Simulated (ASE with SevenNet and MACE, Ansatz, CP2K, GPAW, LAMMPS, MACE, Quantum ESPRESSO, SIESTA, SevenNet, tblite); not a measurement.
# Machine-learned potentials on liquid (Cs,Li)Cl at 1300 K (106 atoms): settings against a plane-wave reference

How do the settings of machine-learned potentials change the result for liquid (Cs,Li)Cl at 1300 K (106 atoms)? A plane-wave run serves as the yardstick.

Program: ASE with SevenNet and MACE. Level of theory: the method is named at each step. Results are calculated unless marked as measured.

## Step 1: Starting point

The cell holds 106 atoms: 12 Cs, 41 Li and 53 Cl. Cell: a = 14.984 Å, b = 14.984 Å, c = 14.984 Å, α = 90.0°, β = 90.0°, γ = 90.0°. 106 atoms (12 Cs, 41 Li, 53 Cl) placed at random at 1.85 g/cm³, melted at 1800 K for 10 ps at fixed volume with the Lennard-Jones and Coulomb ion parameters for SPC/E (Joung and Cheatham, J. Phys. Chem. B 112, 9020 (2008)), full charges. Snapshot at the end of a hold of 20 ps at 1300 K and fixed volume.

The yardstick, on the same geometry:

```
method                                           : Kohn-Sham DFT, PBE, SSSP efficiency 1.3.0 pseudopotentials, plane waves (Quantum ESPRESSO 7.5); sssp-pbe-1.3.0-efficiency, cutoffs 45/360 Ry, Γ point
r.m.s. force component                           : 0.3551 eV/Å
longest force                                    : 1.25 eV/Å
pressure                                         : -0.5397 GPa
gap (highest filled to lowest empty level) : 3.482 eV
time                                             : 8.4 min on 4 MPI ranks of Arm Neoverse V2, shared host
CPU time                                         : 34 min
```

## Step 2: SevenNet l3i5 potential

Method: machine-learned interatomic potential SevenNet l3i5, trained on PBE(+U) plane-wave data.

run.py

```python
import numpy as np
from ase.io import read
import mlip  # loads the published weights by name

atoms = read("structure.xyz")
atoms.calc = mlip.calc("7net-l3i5")
energy = atoms.get_potential_energy()
forces = atoms.get_forces()
print(f"energy {energy:.6f} eV")
print("forces (eV/A)")
for i, (a, f) in enumerate(zip(atoms, forces)):
    print(f"{i:4d} {a.symbol:2s} {f[0]:10.5f} {f[1]:10.5f} {f[2]:10.5f}")
stress = -atoms.get_stress(voigt=False) * 160.21766
print("stress (GPa, compression positive)")
for row in stress:
    print(" ".join(f"{x:10.4f}" for x in row))
```

structure.xyz

```xyz
106
Lattice="14.98410 0.00000 0.00000 0.00000 14.98410 0.00000 0.00000 0.00000 14.98410" Properties=species:S:1:pos:R:3 pbc="T T T"
Cs 9.54277 11.23778 11.06141
Cs 8.80166 2.66447 2.31175
Cs 2.41888 8.03253 9.85699
Cs 9.57829 1.55730 11.02066
Cs 5.55371 11.75667 6.47433
Cs 0.01693 10.67183 14.33858
Cs 1.05803 3.39959 4.26223
Cs 11.11580 14.43059 0.81334
Cs 5.39068 6.69010 13.62294
Cs 6.84863 14.15233 3.46118
Cs 12.69258 3.95640 12.39784
Cs 3.26234 0.66514 10.09584
Li 11.16675 9.92382 1.11572
Li 3.86185 14.82617 0.12512
Li 10.92820 6.54610 4.09905
Li 10.56514 7.42312 8.88347
Li 14.54207 3.25814 9.06343
Li 4.94236 7.14697 6.21600
Li 13.36312 2.34681 3.39210
Li 3.63245 0.83881 4.97217
Li 6.47957 4.25788 9.59162
Li 2.32508 11.51049 3.71845
Li 14.55391 13.90854 5.58862
Li 12.38091 14.02497 3.72759
Li 4.72029 4.56655 3.95520
Li 3.90740 4.02503 7.66047
Li 6.36015 14.23699 12.42721
Li 9.88441 13.79556 6.53786
Li 12.32757 11.85362 8.39754
Li 13.52929 10.73476 3.89167
Li 13.00845 14.60815 9.50936
Li 7.61312 6.33303 2.27863
Li 8.90700 5.00064 6.21900
Li 0.22716 9.08546 5.39937
Li 7.19806 10.12506 1.74505
Li 0.58873 0.10998 1.10568
Li 5.02537 11.91191 10.50400
Li 4.49358 9.13326 2.92415
Li 4.44773 3.43870 0.83896
Li 13.68528 7.69658 8.57810
Li 0.69736 7.47602 13.57305
Li 2.58416 6.89913 3.45174
Li 8.25684 4.13351 13.83662
Li 1.70489 4.35303 11.48232
Li 6.55120 1.09774 7.83923
Li 11.63156 3.91055 8.44908
Li 1.25747 11.71532 7.97843
Li 1.15003 3.89766 0.45132
Li 11.99612 8.36982 12.62440
Li 3.21499 11.04178 14.85793
Li 10.04624 10.84249 4.42331
Li 13.09550 6.91831 2.27279
Li 7.57221 9.06958 6.77311
Cl 7.87774 8.19406 0.36816
Cl 4.48654 12.46228 12.82144
Cl 2.86481 4.62769 2.13434
[... 46 atom lines left out ...]
Cl 3.36813 5.23724 5.80664
Cl 1.92051 13.14345 0.24814
Cl 13.83557 5.04395 7.82320
Cl 14.52334 0.06114 3.23582
```

Command:

```
$ OMP_NUM_THREADS=1 python run.py > output.txt
```

What it wrote:

```text
energy -361.263123 eV
forces (eV/A)
   0 Cs    0.26637   -0.51044   -0.19319
   1 Cs   -0.49954   -0.73596   -0.26936
   2 Cs    0.62974    0.25668   -0.10189
   3 Cs   -0.74277   -0.12109   -0.13209
   4 Cs    0.41713    0.37997    0.43458
   5 Cs   -0.31630    0.27709    0.40357
   6 Cs   -0.63682    0.49271    0.11316
   7 Cs   -0.28565   -0.01617   -1.01427
   8 Cs   -0.37752    0.67034    0.07978
   9 Cs   -0.04846   -0.42446   -0.65868
  10 Cs    0.25432    0.30992    0.67782
  11 Cs   -0.45902   -0.40458    0.60603
  12 Li   -0.24565    0.42132    0.11655
  13 Li   -0.05113    0.12342   -0.36482
  14 Li   -0.07901   -0.37793    0.33267
  15 Li    0.13618    0.02264   -0.16007
  16 Li    0.04641    0.07271   -0.05625
  17 Li    0.00800   -0.07465   -0.18430
  18 Li   -0.53847    0.03256   -0.72774
  19 Li   -0.14844   -0.32099    0.32643
  20 Li    0.11169   -0.05817   -0.08781
  21 Li    0.28068   -0.13127   -0.22497
  22 Li    0.47852    0.31385    0.13900
  23 Li    0.03295   -0.10558    0.05092
[...]
98 Cl   -0.58918    0.34077   -0.31475
  99 Cl   -0.65989   -0.20737    0.42060
 100 Cl   -0.84376    0.72727   -0.51225
 101 Cl   -0.05504   -0.52297   -0.06779
 102 Cl   -0.08700   -0.10065   -0.15150
 103 Cl   -0.02856    0.31605    0.25502
 104 Cl   -0.37316    0.08130    0.09322
 105 Cl   -0.08665    0.03376    0.30623
stress (GPa, compression positive)
    0.0907    -0.3062     0.0920
   -0.3062    -1.1070    -0.1972
    0.0920    -0.1972    -0.5839
```

The job ended after 11 s (1 thread of Arm Neoverse V2, shared host; peak memory 1 GiB).

Banners, paths, timers and routine set-up lines are dropped from the logs unmarked, and long logs keep their key lines alone; longer cuts are marked.

Against the reference:

- r.m.s. force component: 0.3681 eV/Å
- r.m.s. difference of force components: 64.48 meV/Å
- longest difference of force vectors: 254.1 meV/Å
- force difference over r.m.s. force: 18.16 %
- slope of forces against the reference's: 1.021
- correlation of force components: 0.9848
- pressure: -0.5334 GPa
- pressure difference: 0.0063 GPa

Length of the force difference by element (eV/Å):

```tsv
element	atoms	mean	most
Cl	53	0.098	0.25
Cs	12	0.12	0.19
Li	41	0.090	0.25
```

Local excerpt of 9 atoms (numbers count through the whole input) about Cl68, which has 3 bonded neighbours where the commonest count for Cl is 4; x, y, z are measured from there.

```tsv
atom	x	y	z	distance (Å)	bonds	Fx	Fy	Fz (eV/Å)
Cl68	0.00	0.00	0.00	0.00	3	0.75	-0.49	0.11
Li21	-0.58	-0.63	-2.17	2.34	4	0.11	-0.06	-0.09
Li43	1.19	-0.75	2.07	2.51	3	-0.33	-0.12	-0.16
Cs9	-1.67	1.80	1.86	3.08	5	-0.38	0.67	0.08
Cl83	-0.76	-3.38	-1.62	3.82	4	0.43	0.27	-0.05
Cl85	-3.52	-0.07	-1.79	3.95	4	0.04	-0.35	-0.37
Cl81	-0.18	-0.19	3.99	4.00	5	-0.23	-0.25	-0.41
Cs4	2.51	-3.33	-0.74	4.24	5	-0.74	-0.12	-0.13
Cl58	3.96	1.54	-0.75	4.31	3	-0.11	0.34	-0.19
```

Atoms are counted from 1 here, from 0 in the log.

Forces lie 18 % from the reference's, at 0.0046 times its CPU time (on 1 against 4 cores).

## Step 3: MACE MP-0b2 small potential

Method: machine-learned interatomic potential MACE MP-0b2 small, trained on PBE(+U) plane-wave data.

Changes to run.py since step 2:

```diff
@@ -5,3 +5,3 @@
 atoms = read("structure.xyz")
-atoms.calc = mlip.calc("7net-l3i5")
+atoms.calc = mlip.calc("mace-mp-0b2-small")
 energy = atoms.get_potential_energy()
```

structure.xyz is that of step 2.

What it wrote:

```text
energy -360.381327 eV
forces (eV/A)
   0 Cs    0.71813   -0.64426   -0.02653
   1 Cs   -0.45776   -0.82680   -0.48624
   2 Cs    0.76253    0.34417   -0.09155
   3 Cs   -0.74273   -0.21919   -0.04264
   4 Cs    0.42942    0.19490    0.60089
   5 Cs   -0.43126    0.25195    0.42660
   6 Cs   -0.27660    0.46150    0.04653
   7 Cs   -0.31183   -0.06695   -1.22188
   8 Cs   -0.52992    0.82428    0.08863
   9 Cs   -0.02393   -0.43099   -0.72050
  10 Cs    0.24740    0.46653    0.85337
  11 Cs   -0.66545   -0.42620    0.65595
  12 Li   -0.20534    0.40506    0.01474
  13 Li    0.04376    0.09709   -0.40414
  14 Li   -0.01758   -0.33616    0.33834
  15 Li    0.18183    0.05064   -0.13462
  16 Li    0.01443   -0.01709   -0.02575
  17 Li   -0.02555   -0.01771   -0.09705
  18 Li   -0.81750   -0.14817   -0.77812
  19 Li   -0.17409   -0.30296    0.37032
  20 Li    0.09364   -0.10398   -0.01563
  21 Li    0.20536   -0.18103   -0.14161
  22 Li    0.44334    0.33652    0.13463
  23 Li    0.08817   -0.12195    0.13558
[...]
98 Cl   -0.47598    0.47905   -0.31361
  99 Cl   -0.81475   -0.27180    0.34746
 100 Cl   -0.87952    0.68977   -0.56765
 101 Cl   -0.29584   -0.72830   -0.03522
 102 Cl   -0.05809   -0.13461   -0.12420
 103 Cl    0.05795    0.47997    0.28658
 104 Cl   -0.52590    0.05177    0.12520
 105 Cl   -0.00311    0.08953    0.23950
stress (GPa, compression positive)
   -0.1105    -0.2903     0.0880
   -0.2903    -1.3479    -0.1610
    0.0880    -0.1610    -0.7660
```

The job ended after 7.1 s (1 thread; peak memory 0.66 GiB).

Compared with the plane-wave run:

```yaml
r_m_s_force_component: 0.3867 eV/Å
r_m_s_difference_of_force_components: 93.51 meV/Å
longest_difference_of_force_vectors: 408 meV/Å
force_difference_over_r_m_s_force: 26.34 %
slope_of_forces_against_the_reference_s: 1.058
correlation_of_force_components: 0.9718
pressure: -0.7415 GPa
pressure_difference: -0.2018 GPa
```

Against the first run (18 %), the force difference from the reference is 26 %, at 0.71 times the CPU time.

## Step 4: SevenNet 0 potential

Method: machine-learned interatomic potential SevenNet 0, trained on PBE(+U) plane-wave data.

Changes to run.py since step 3:

```diff
@@ -5,3 +5,3 @@
 atoms = read("structure.xyz")
-atoms.calc = mlip.calc("mace-mp-0b2-small")
+atoms.calc = mlip.calc("7net-0")
 energy = atoms.get_potential_energy()
```

structure.xyz is that of step 3.

What it wrote:

```text
energy -361.046936 eV
forces (eV/A)
   0 Cs    0.31003   -0.59411   -0.18595
   1 Cs   -0.52587   -0.87025   -0.40926
   2 Cs    0.62533    0.29962   -0.19689
   3 Cs   -0.75414   -0.13918   -0.02415
   4 Cs    0.43487    0.33078    0.54638
   5 Cs   -0.31587    0.26740    0.48138
   6 Cs   -0.60659    0.49039    0.08265
   7 Cs   -0.25973    0.03339   -1.07628
   8 Cs   -0.43801    0.62271    0.12395
   9 Cs    0.01297   -0.30507   -0.74511
  10 Cs    0.26069    0.32450    0.64036
  11 Cs   -0.46553   -0.43702    0.69196
  12 Li   -0.20426    0.43080    0.15496
  13 Li   -0.02177    0.17345   -0.39817
  14 Li   -0.05669   -0.39180    0.30959
  15 Li    0.13710    0.04801   -0.14827
  16 Li   -0.01864    0.07544   -0.03421
  17 Li   -0.00681   -0.09143   -0.22134
  18 Li   -0.55010    0.00979   -0.75317
  19 Li   -0.11954   -0.30817    0.29327
  20 Li    0.06948   -0.07991   -0.04718
  21 Li    0.22195   -0.10942   -0.19214
  22 Li    0.44246    0.28738    0.12405
  23 Li    0.06154   -0.17633    0.07768
[...]
98 Cl   -0.51174    0.35555   -0.32005
  99 Cl   -0.74390   -0.26157    0.40558
 100 Cl   -0.84768    0.71095   -0.57312
 101 Cl   -0.07992   -0.66548    0.04237
 102 Cl   -0.05718   -0.05568   -0.12355
 103 Cl   -0.02361    0.31634    0.26007
 104 Cl   -0.39525    0.04689    0.08543
 105 Cl   -0.08083    0.03536    0.29181
stress (GPa, compression positive)
    0.0301    -0.3215     0.0910
   -0.3215    -1.1403    -0.1661
    0.0910    -0.1661    -0.6049
```

The job ended after 7.2 s (1 thread; peak memory 0.72 GiB).

Compared with the plane-wave run:

- r.m.s. force component: 0.3779 eV/Å
- r.m.s. difference of force components: 64.99 meV/Å
- longest difference of force vectors: 276.7 meV/Å
- force difference over r.m.s. force: 18.3 %
- slope of forces against the reference's: 1.05
- correlation of force components: 0.9862
- pressure: -0.5717 GPa
- pressure difference: -0.032 GPa

Against the first run (18 %), the force difference from the reference is 18 %, at 0.76 times the CPU time.

## Step 5: All runs compared

Differences are against the plane-wave reference, forces as r.m.s. over components; share is that over the reference's r.m.s. force, slope the least-squares factor from reference forces to these. Total energies of different programs have different zeros and aren't compared.

```tsv
run	Δ force, r.m.s. (meV/Å)	share (%)	slope	Δ pressure (GPa)	cores	CPU time	memory (GiB)
reference	-	-	-	-	4	34 min	9.1
SevenNet l3i5 potential	64.5	18.2	1.021	0.0063	1	9.4 s	1.0
MACE MP-0b2 small potential	93.5	26.3	1.058	-0.202	1	6.6 s	0.66
SevenNet 0 potential	65.0	18.3	1.050	-0.032	1	7.2 s	0.72
```

Times of the machine-learned potentials are mostly Python's start and the loading of weights.

CPU time is summed over cores on a shared host, where runs went side by side, so it is rough. Symmetry, cutoffs, thresholds, outputs and thread counts weren't matched or tuned between programs; memory under MPI is the largest rank's times the ranks.

## Step 6: Outcome

- nearest in forces: a tie at 18 % of 2 runs: SevenNet l3i5 potential; SevenNet 0 potential

In words: Machine-learned potentials differ by 18 % (SevenNet l3i5 potential) to 26 % (MACE MP-0b2 small potential); they were trained on other programs' data. The reference's pressure holds the uncorrected Pulay stress of its 45 Ry basis, so small pressure differences, and their order, may be the reference's own error. The frame stands for 1300 K, but pressures are static and levels are smeared at 580 K. The network of bonds at the start is that of the classical potential that made the cell, and needn't be the one that DFT or experiment would give. The ion parameters were fitted for water, not for melts, so the starting structure of this cell may lie well off the real melt's. The electronic-structure runs sample only Γ, in a cell whose shortest periodic width is 15 Å. Spin–orbit coupling is left out, which matters for the levels of the heavy elements.

[Also dropped from logs without a mark: logging warnings of Python, and SIESTA's first energy breakdown and zero terms.]

[Logs are printed without paths, hosts, clocks, repeated set-up lines and the standing remarks that a program may print on its own settings, such as how far it seeks lower states.]

[Hosts, paths, dates, database ids (printed as entryN), source tags and the programs' standing remarks are cut or masked in the printed files.]
